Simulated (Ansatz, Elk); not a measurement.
## GaHSO: X-ray structure factors from the self-consistent density

The structure of GaHSO used here is made up (a known structure type with other elements) and was relaxed beforehand with PBEsol. The aim is the Fourier transform of its all-electron density, F(hkl), set beside the sum over free spherical atoms that refinements use.

Program: Elk 11.2.3 (patched build). Level of theory: DFT, PBE, all-electron APW+lo, Dirac cores, scalar-relativistic bands, static density, no spin. Results are calculated unless marked as measured.

The structure was built from a prototype and need not be the compound's stable phase.

## Step 1: The starting structure

It takes space group Pmn2_1 (No. 31, orthorhombic). The conventional cell has a = 3.202 Å, b = 5.961 Å, c = 5.722 Å, α = 90.00°, β = 90.00°, γ = 90.00°. Nearest to Ga lie 2 O at 2.00 Å and 3 S at 2.30 to 2.37 Å. Nearest to S lie 1 H at 2.22 Å and 3 Ga at 2.30 to 2.37 Å. Nearest to O lie 1 H at 0.99 Å and 2 Ga at 2.00 Å. Nearest to H lie 1 O at 0.99 Å. Farther neighbours and most contacts between anions are not listed.

## Step 2: Ground state and structure factors

An all-electron density is needed, since X-rays see the cores too. Task 0 finds the density and task 195 Fourier-transforms it; tshift is off so that phases refer to the origin typed.

Input file elk.in:

```
tasks
  0
  195

xctype
  20

spinpol
  .false.

rgkmax
  7.0

gmaxvr
  14.0

lmaxo
  7

lmaxapw
  8

swidth
  0.002

tshift
  .false.

ramdisk
  .false.

hmaxvr
  5.5

maxscl
  120

epspot
  1e-06

sppath
  './'

avec
  6.05092838739 0.00000000000 0.00000000000
  0.00000000000 11.26494649828 0.00000000000
  0.00000000000 0.00000000000 10.81357957531

atoms
  4
  'Ga.in'
  2
  0.5000000000 0.3665146380 0.4468358090   0.000000 0.000000 0.000000
  0.0000000000 0.6334853620 0.9468358090   0.000000 0.000000 0.000000
  'S.in'
  2
  0.5000000000 0.3558228139 0.0444818661   0.000000 0.000000 0.000000
  -0.0000000000 0.6441771861 0.5444818661   0.000000 0.000000 0.000000
  'O.in'
  2
  0.5000000000 -0.1767529894 1.0147037831   0.000000 0.000000 0.000000
  0.0000000000 1.1767529894 0.5147037831   0.000000 0.000000 0.000000
  'H.in'
  2
  0.5000000000 -0.0121351919 0.9879785418   0.000000 0.000000 0.000000
  0.0000000000 1.0121351919 0.4879785418   0.000000 0.000000 0.000000

ngridk
  7 4 4
```

Started as:

```
OMP_NUM_THREADS=4 elk
```

Numbers of over 12 decimals in the logs are rounded to 6 here.

What it wrote:

```text
┌─────────────────────────┐
│ Elk code version 11.2.3 │
└─────────────────────────┘

All units are atomic (Hartree, Bohr, etc.)

┌─────────────────────────────────────────────────┐
│ Ground-state run starting from atomic densities │
└─────────────────────────────────────────────────┘

Lattice vectors :
   6.050928387       0.000000000       0.000000000
   0.000000000       11.26494650       0.000000000
   0.000000000       0.000000000       10.81357958

Reciprocal lattice vectors :
   1.038383683       0.000000000       0.000000000
   0.000000000      0.5577643274       0.000000000
   0.000000000       0.000000000      0.5810458289

Unit cell volume      :    737.0901829
Brillouin zone volume :   0.3365262748

Muffin-tin inner radius fraction :   0.1000000000E-01

Nuclei treated as point charges

Species : 1 (Ga)
 parameters loaded from : Ga.in
 name : gallium
 nuclear charge    :   -31.00000000
 electronic charge :    31.00000000
 atomic mass :    127097.2539
 muffin-tin radius :    2.244810329
 number of radial points in muffin-tin :    993
 inner part over the whole radius :   0.9991128605E-02
 number on inner part of muffin-tin    :    701
 approximate nuclear radius :   0.7562051033E-04
 number of mesh points to nuclear radius :    340
 atomic positions (lattice), magnetic fields (Cartesian) :
  1 :   0.50000000  0.36651464  0.44683581    0.00000000  0.00000000  0.00000000
  2 :   0.00000000  0.63348536  0.94683581    0.00000000  0.00000000  0.00000000

Species : 2 (S)
 parameters loaded from : S.in
 name : sulphur
 nuclear charge    :   -16.00000000
 electronic charge :    16.00000000
 atomic mass :    58450.91931
 muffin-tin radius :    2.057742802
 number of radial points in muffin-tin :    793
 inner part over the whole radius :   0.9899880987E-02
 number on inner part of muffin-tin    :    553
 approximate nuclear radius :   0.6195814986E-04
 number of mesh points to nuclear radius :    252
 atomic positions (lattice), magnetic fields (Cartesian) :
  1 :   0.50000000  0.35582281  0.04448187    0.00000000  0.00000000  0.00000000
  2 :   0.00000000  0.64417719  0.54448187    0.00000000  0.00000000  0.00000000

Species : 3 (O)
 parameters loaded from : O.in
 name : oxygen
 nuclear charge    :   -8.000000000
 electronic charge :    8.000000000
 atomic mass :    29165.12205
 muffin-tin radius :    1.027571875
 number of radial points in muffin-tin :    593
 inner part over the whole radius :   0.9794856995E-02
 number on inner part of muffin-tin    :    400
 approximate nuclear radius :   0.5115538663E-04
 number of mesh points to nuclear radius :    180
 atomic positions (lattice), magnetic fields (Cartesian) :
  1 :   0.50000000  0.82324701  0.01470378    0.00000000  0.00000000  0.00000000
  2 :   0.00000000  0.17675299  0.51470378    0.00000000  0.00000000  0.00000000

Species : 4 (H)
 parameters loaded from : H.in
 name : hydrogen
 nuclear charge    :   -1.000000000
 electronic charge :    1.000000000
 atomic mass :    1837.362221
 muffin-tin radius :   0.7992225696
 number of radial points in muffin-tin :    393
 inner part over the whole radius :   0.9986541048E-02
 number on inner part of muffin-tin    :    253
 approximate nuclear radius :   0.2766748019E-04
 number of mesh points to nuclear radius :     81
 atomic positions (lattice), magnetic fields (Cartesian) :
  1 :   0.50000000  0.98786481  0.98797854    0.00000000  0.00000000  0.00000000
  2 :   0.00000000  0.01213519  0.48797854    0.00000000  0.00000000  0.00000000

Total number of atoms per unit cell :    8
Total muffin-tin volume :    181.1285333
 ratio of muffin-tin to unit cell volume :   0.2457345621

Spin treatment :
 spin-unpolarised

Number of Bravais lattice symmetries :    8
Number of crystal symmetries         :    4
Crystal has no inversion symmetry
Complex Hermitian eigensolver will be used

k-point grid :      7     4     4
k-point offset :    0.000000000       0.000000000       0.000000000
k-point set is reduced with full crystal symmetry group
[...]
species : 2 (S)
[...]
species : 3 (O)
[...]
species : 4 (H)
   atom 1                    :   0.3153571966     (   0.000000000    )
   atom 2                    :   0.3153571966     (   0.000000000    )
 total in muffin-tins        :    97.81737179
 total calculated charge     :    111.9955477
 total charge                :    112.0000000
 error                       :   0.4452284446E-02

RMS change in Kohn-Sham potential (target) :    167.7684635     (  0.1000000000E-05)
Absolute change in total energy (target)   :    2.550253996     (  0.1000000000E-03)

[... loops 3 to 19 left out ...]

┌──────────────────┐
│ Loop number : 20 │
└──────────────────┘

Energies :
 Fermi                       :     0.182378
 sum of occupied eigenvalues :     -2758.1319564877
 electron kinetic            :      4918.6037587961
 core electron kinetic       :      4587.9758962313
 Coulomb                     :     -9536.3578653515
 Coulomb potential           :     -7390.4713083860
 nuclear-nuclear             :     -562.78001651176
 electron-nuclear            :     -10567.623874153
 Hartree                     :      1594.0460253132
 Madelung                    :     -5841.1222111585
 xc potential                :     -286.26440689772
 exchange                    :     -215.68094157885
 correlation                 :     -4.907643
 electron entropic           :    -0.14330169041547E-06
 total energy                :     -4838.3426909109

Density of states at Fermi energy :   0.3395437575E-02
 (states/Hartree/unit cell)

Estimated indirect band gap :   0.3678149891E-01
 from k-point 1 to k-point 1
Estimated direct band gap   :   0.3678149891E-01
 at k-point 1

Charges :
 core                        :    60.00000000
 valence                     :    52.00000000
 interstitial                :    14.54238740
 muffin-tins (core leakage)
  species : 1 (Ga)
[...]
species : 2 (S)
[...]
species : 3 (O)
[...]
species : 4 (H)
   atom 1                    :   0.3378880901     (   0.000000000    )
   atom 2                    :   0.3378880901     (   0.000000000    )
 total in muffin-tins        :    97.45761260
 total calculated charge     :    111.9957326
 total charge                :    112.0000000
 error                       :   0.4267361509E-02

RMS change in Kohn-Sham potential (target) :   0.5205420161E-06 (  0.1000000000E-05)
Absolute change in total energy (target)   :   0.1168327799E-06 (  0.1000000000E-03)

Convergence targets achieved

┌──────────────────┐
│ Loop number : 21 │
└──────────────────┘

Energies :
 Fermi                       :     0.182378
 sum of occupied eigenvalues :     -2758.1319563615
 electron kinetic            :      4918.6037587942
 core electron kinetic       :      4587.9758962765
 Coulomb                     :     -9536.3578652579
 Coulomb potential           :     -7390.4713084803
 nuclear-nuclear             :     -562.78001651176
 electron-nuclear            :     -10567.623873871
 Hartree                     :      1594.0460251248
 Madelung                    :     -5841.1222110177
 xc potential                :     -286.26440667533
 exchange                    :     -215.68094157757
 correlation                 :     -4.907643
 electron entropic           :    -0.14330171737079E-06
 total energy                :     -4838.3426908177

Density of states at Fermi energy :   0.3395438281E-02
 (states/Hartree/unit cell)

Estimated indirect band gap :   0.3678149808E-01
 from k-point 1 to k-point 1
Estimated direct band gap   :   0.3678149808E-01
 at k-point 1

Charges :
 core                        :    60.00000000
 valence                     :    52.00000000
 interstitial                :    14.54238740
 muffin-tins (core leakage)
  species : 1 (Ga)
[...]
species : 2 (S)
[...]
atom 2                    :    14.16435707     (  0.1830041561E-03)
  species : 3 (O)
   atom 1                    :    4.877772267     (  0.1070484366E-03)
   atom 2                    :    4.877772267     (  0.1070484366E-03)
  species : 4 (H)
   atom 1                    :   0.3378880898     (   0.000000000    )
   atom 2                    :   0.3378880898     (   0.000000000    )
 total in muffin-tins        :    97.45761260
 total calculated charge     :    111.9957326
 total charge                :    112.0000000
 error                       :   0.4267361513E-02

┌──────────────────────────────┐
│ Self-consistent loop stopped │
└──────────────────────────────┘

Warning : core states of species 1 leak from the muffin-tin :   0.1699696403E-02

Warning : core states of species 2 leak from the muffin-tin :   0.1830041561E-03

Warning : core states of species 3 leak from the muffin-tin :   0.1070484366E-03

Wrote STATE.OUT
```

It took 9.1 min on 4 threads of Arm Neoverse V2, shared host; peak memory 0.43 GiB.

SFACRHO.OUT:

```text

h k l indices transformed by vhmat matrix:
   1.000000000       0.000000000       0.000000000    
   0.000000000       1.000000000       0.000000000    
   0.000000000       0.000000000       1.000000000    

      h      k      l  multipl.   |H|            Re(F)            Im(F)           |F|

      0      0      0      1   0.0000000       112.00000      0.38009240E-15   112.00000    
      0     -1      0      1  0.55776433      -49.062640      0.91715498E-15   49.062640    
      0      1      0      1  0.55776433      -49.062640     -0.88344063E-15   49.062640    
      0      0     -1      1  0.58104583      0.66879265E-14  0.86233795E-14  0.10912884E-13
      0      0      1      1  0.58104583      0.63782541E-14 -0.85316016E-14  0.10652246E-13
      0     -1     -1      1  0.80542864      -18.368804       31.212795       36.216730    
      0     -1      1      1  0.80542864       18.368804       31.212795       36.216730    
      0      1     -1      1  0.80542864       18.368804      -31.212795       36.216730    
      0      1      1      1  0.80542864      -18.368804      -31.212795       36.216730    
     -1      0      0      2   1.0383837      0.19129767E-14 -0.22619111E-13  0.22699860E-13
      0     -2      0      1   1.1155287      -18.014589     -0.36161754E-14   18.014589    
      0      2      0      1   1.1155287      -18.014589      0.33252331E-14   18.014589    
      0      0      2      1   1.1620917       74.112562      -17.080111       76.055256    
      0      0     -2      1   1.1620917       74.112562       17.080111       76.055256    
     -1      1      0      2   1.1787034      0.16907118E-13  -45.475399       45.475399    
     -1     -1      0      2   1.1787034     -0.17116896E-13   45.475399       45.475399    
      1      0     -1      2   1.1898970       12.154930       24.563572       27.406412    
      1      0      1      2   1.1898970       12.154930      -24.563572       27.406412
```

Elk indexes on the primitive cell of elk.in and gives |H| = 4π sin θ/λ in inverse bohr. Below, one row stands for each form hkl of the conventional cell (m members, Friedel mates merged), F is for one primitive cell and the density is static (no thermal factor). Free-atom factors are Waasmaier and Kirfel's, and R is Σm||F|−|F'||/Σm|F|. Elk warned that it couldn't find a linearisation energy, which lowers the accuracy of some states in this run and its variants.

```tsv
hkl	m	sin θ/λ (Å⁻¹)	abs F, DFT	neutral atoms	diff.	abs of complex diff.
010	2	0.084	49.063	48.879	+0.183	0.183
001	2	0.087	0.000	0.000	+0.000	0.000
011	4	0.121	36.217	36.209	+0.007	0.047
100	2	0.156	0.000	0.000	+0.000	0.000
020	2	0.168	18.015	17.623	+0.392	0.392
002	2	0.175	76.055	75.655	+0.400	0.598
110	4	0.177	45.475	45.941	-0.466	0.466
101	4	0.179	27.406	27.599	-0.193	0.925
021	4	0.189	28.612	28.919	-0.308	0.907
012	4	0.194	35.278	35.209	+0.069	0.136
111	8	0.198	28.204	28.250	-0.046	0.106
120	4	0.229	76.333	76.005	+0.329	0.329
102	4	0.234	0.000	0.000	+0.000	0.000
022	4	0.242	13.261	13.168	+0.093	0.117
```

## Step 3: The highest occupied states alone

An energy window below the Fermi level keeps the highest occupied states, to see at which angles they scatter; shallow core shells can lie inside it and anion s states outside. No new self-consistency is needed.

elk.in, as its differences from that of step 2:

```diff
@@ -1,3 +1,2 @@
 tasks
-  0
   195
@@ -40,2 +39,5 @@
 
+wsfac
+  -0.185120 0.482380
+
 sppath
```

Started as:

```
OMP_NUM_THREADS=4 elk
```

What it wrote:

```text
┌─────────────────────────────────┐
│ Elk code version 11.2.3 started │
└─────────────────────────────────┘

Info(readinput): the functional depends on the density's gradient
 muffin-tin radial points multiplied by    2.00000
 (not where nrmtscf is given)

┌────────────────────┐
│ Current task : 195 │
└────────────────────┘
Info(checkmt): changed muffin-tin radius of species 1 (Ga) from   2.4000 to   2.2448
Info(checkmt): changed muffin-tin radius of species 2 (S) from   2.2000 to   2.0577
Info(checkmt): changed muffin-tin radius of species 3 (O) from   1.8000 to   1.0276
Info(checkmt): changed muffin-tin radius of species 4 (H) from   1.4000 to   0.7992

Warning(linengy): could not find 1 linearisation energies in s.c. loop 1

Info(sfacrho): density structure factors written to SFACRHO.OUT

 Energy window :  -0.1851200000      0.4823800000

┌──────────────────┐
│ Elk code stopped │
└──────────────────┘
```

It took 12 s on 4 threads; peak memory 0.19 GiB.

States within 10 eV below the Fermi level hold 24.00 electrons; any levels below the window count with the cores. Their amplitudes can exceed the total, where window and core parts have opposite phase:

```tsv
hkl	sin θ/λ (Å⁻¹)	abs F, window	abs F, all
010	0.084	1.936	49.063
001	0.087	0.000	0.000
011	0.121	3.991	36.217
100	0.156	0.000	0.000
020	0.168	4.639	18.015
002	0.175	10.398	76.055
110	0.177	2.336	45.475
101	0.179	8.995	27.406
021	0.189	6.521	28.612
012	0.194	1.058	35.278
```

## Step 4: Another functional

The difference from free atoms is small, so it is set against the change that LDA (Perdew-Wang) makes.

elk.in, as its differences from that of step 3:

```diff
@@ -1,2 +1,3 @@
 tasks
+  0
   195
@@ -4,3 +5,3 @@
 xctype
-  20
+  3
 
@@ -39,5 +40,2 @@
 
-wsfac
-  -0.185120 0.482380
-
 sppath
```

Started as:

```
OMP_NUM_THREADS=4 elk
```

What it wrote:

```text
┌─────────────────────────┐
│ Elk code version 11.2.3 │
└─────────────────────────┘

All units are atomic (Hartree, Bohr, etc.)

┌─────────────────────────────────────────────────┐
│ Ground-state run starting from atomic densities │
└─────────────────────────────────────────────────┘

Lattice vectors :
   6.050928387       0.000000000       0.000000000
   0.000000000       11.26494650       0.000000000
   0.000000000       0.000000000       10.81357958

Reciprocal lattice vectors :
   1.038383683       0.000000000       0.000000000
[...]
atom 2                    :   0.3286109004     (   0.000000000    )
 total in muffin-tins        :    97.42160556
 total calculated charge     :    111.9956134
 total charge                :    112.0000000
 error                       :   0.4386641859E-02

┌──────────────────────────────┐
│ Self-consistent loop stopped │
└──────────────────────────────┘

Warning : core states of species 1 leak from the muffin-tin :   0.1752766319E-02

Warning : core states of species 2 leak from the muffin-tin :   0.1781845543E-03

Warning : core states of species 3 leak from the muffin-tin :   0.1092448851E-03

Wrote STATE.OUT
[key lines of the parts left out:]
total energy                :     -4829.4713751101
```

The job ended after 6.3 min (4 threads; peak memory 0.43 GiB).

Against the first run R = 0.08 %; the largest change is -0.090 at 002.

## Step 5: Basis size

A smaller basis shows how fast F responds to it; the change is likely larger than the basis error of the first run, but doesn't show convergence.

elk.in, as its differences from that of step 4:

```diff
@@ -5,3 +5,3 @@
 xctype
-  3
+  20
 
@@ -11,3 +11,3 @@
 rgkmax
-  7.0
+  5.5
```

Started as:

```
OMP_NUM_THREADS=4 elk
```

What it wrote:

```text
┌─────────────────────────┐
│ Elk code version 11.2.3 │
└─────────────────────────┘

All units are atomic (Hartree, Bohr, etc.)

┌─────────────────────────────────────────────────┐
│ Ground-state run starting from atomic densities │
└─────────────────────────────────────────────────┘

Lattice vectors :
   6.050928387       0.000000000       0.000000000
   0.000000000       11.26494650       0.000000000
   0.000000000       0.000000000       10.81357958

Reciprocal lattice vectors :
   1.038383683       0.000000000       0.000000000
[...]
atom 2                    :   0.3378609683     (   0.000000000    )
 total in muffin-tins        :    97.15456515
 total calculated charge     :    111.9953739
 total charge                :    112.0000000
 error                       :   0.4626147316E-02

┌──────────────────────────────┐
│ Self-consistent loop stopped │
└──────────────────────────────┘

Warning : core states of species 1 leak from the muffin-tin :   0.1700033346E-02

Warning : core states of species 2 leak from the muffin-tin :   0.1829329003E-03

Warning : core states of species 3 leak from the muffin-tin :   0.1055069345E-03

Wrote STATE.OUT
[key lines of the parts left out:]
total energy                :     -4837.9063008720
```

Wall time 2.2 min (4 threads); peak memory 0.21 GiB; 8.1 min of CPU time.

Against the first run R = 0.24 %; the largest change is -0.190 at 142.

## Step 6: Settings against the effect

```tsv
run	R against the first run (%)	R against neutral atoms, low angle (%)	wall time
PBE, rgkmax 7	0.00	0.67	9.1 min
LDA (Perdew-Wang)	0.08	0.66	6.3 min
rgkmax 5.5	0.24	0.60	2.2 min
```

## Step 7: Results

```json
{"R against neutral atoms, sin θ/λ < 0.3 Å⁻¹": "0.67 %", "R against neutral atoms, 0.3 to 0.61 Å⁻¹": "0.33 %"}
```

Independent neutral atoms miss the calculated amplitudes by R = 0.67 % below 0.3 Å⁻¹ and 0.33 % from there to 0.61 Å⁻¹; by shells, 0.16 % below 0.15 Å⁻¹ (2 forms), 0.71 % 0.15 to 0.3 (16 forms), 0.46 % 0.3 to 0.45 (39 forms), 0.25 % above 0.45 (78 forms). Bonding, aspherical density and the tables' own atoms all enter these figures, and the runs don't part them. The largest change of an amplitude is -0.84 electrons, at 030. R counts amplitudes alone; phases shift too. The window's part falls from 24.0 electrons at the origin to at most 1.28 between 0.45 and 0.61 Å⁻¹, where compact states inside the window still scatter. Below 0.3 Å⁻¹ the changes that finished (LDA (Perdew-Wang) and rgkmax 5.5) move F by R = 0.21 % at most, against the 0.67 % that separates it from free atoms. The k-mesh has no finished test. Part of the difference isn't bonding: the tables are fits to free atoms and ions calculated by other methods than this functional. Thermal motion, anomalous dispersion and extinction are left out.

[Logs are printed without paths, hosts, clocks, repeated set-up lines and the standing remarks that a program may print on its own settings, such as how far it seeks lower states.]

[Hosts, paths, dates, database ids (printed as entryN), source tags and the programs' standing remarks are cut or masked in the printed files.]
